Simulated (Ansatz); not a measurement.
The compound is BaAgO3 (cubic perovskite) (Pm-3m).

The structure was built from a prototype and need not be the compound's stable phase.

The structure is cubic, space group Pm-3m (No. 221). The conventional cell has a = 4.042 Å, b = 4.042 Å, c = 4.042 Å, α = 90.00°, β = 90.00°, γ = 90.00°. Nearest to Ba lie 12 O at 2.86 Å. Nearest to Ag lie 6 O at 2.02 Å. Nearest to O lie 2 Ag at 2.02 Å and 4 Ba at 2.86 Å. Farther neighbours and most contacts between anions are not listed.

```
Ba Ag O
1.0
     0.00000   -4.04181    0.00000
     0.00000    0.00000    4.04181
    -4.04181    0.00000    0.00000
Ba Ag O
1 1 3
Cartesian
  0.0000 0.0000 0.0000
  -2.0209 -2.0209 2.0209
  0.0000 -2.0209 2.0209
  -2.0209 -2.0209 0.0000
  -2.0209 0.0000 2.0209
```

The structure was relaxed with LDA. The structure type comes from a generator and need not be one that this composition takes. The structure was generated from a model, not taken from a measurement. The runs that relaxed it are not among those shown. The program's search for lower electronic states was switched off, so nothing shows that the state found is the lowest. Spin-orbit coupling is left out unless a run names it. PAW set soft_2, made with PBE.

A constrained-RPA run (Ansatz 0.2.0; non-magnetic LDA; Ag d + anion p, bands v13 to c1, 4×4×4 mesh, medium accuracy) builds 14 functions on bands 11 eV wide, with 25.0 electrons in the window. The bare on-site interaction is 19.5 eV and the bare J 0.75 eV.

**Question.** What U and J survive the screening?

On the Ag d shell, U = 8.56 eV (44 % of the bare value), U′ = 7.38 eV, J = 0.59 eV.

The parent state is non-magnetic and the interaction static (zero frequency); U depends on the window and the orbitals, so it belongs to this model alone. A window that holds the anion p bands defines a model with explicit ligands; its U belongs to that model and is not the U of DFT+U.

[Paths, hosts, dates, memory and timing lines, banners, echoed tables and standing remarks are left out of the program output.]

[Logs are printed without paths, hosts, clocks, repeated set-up lines and the standing remarks that a program may print on its own settings, such as how far it seeks lower states.]

[Runs of the session that timed out or met a known fault of the program may be left out.]

[Hosts, paths, dates, database ids (printed as entryN), source tags and the programs' standing remarks are cut or masked in the printed files.]
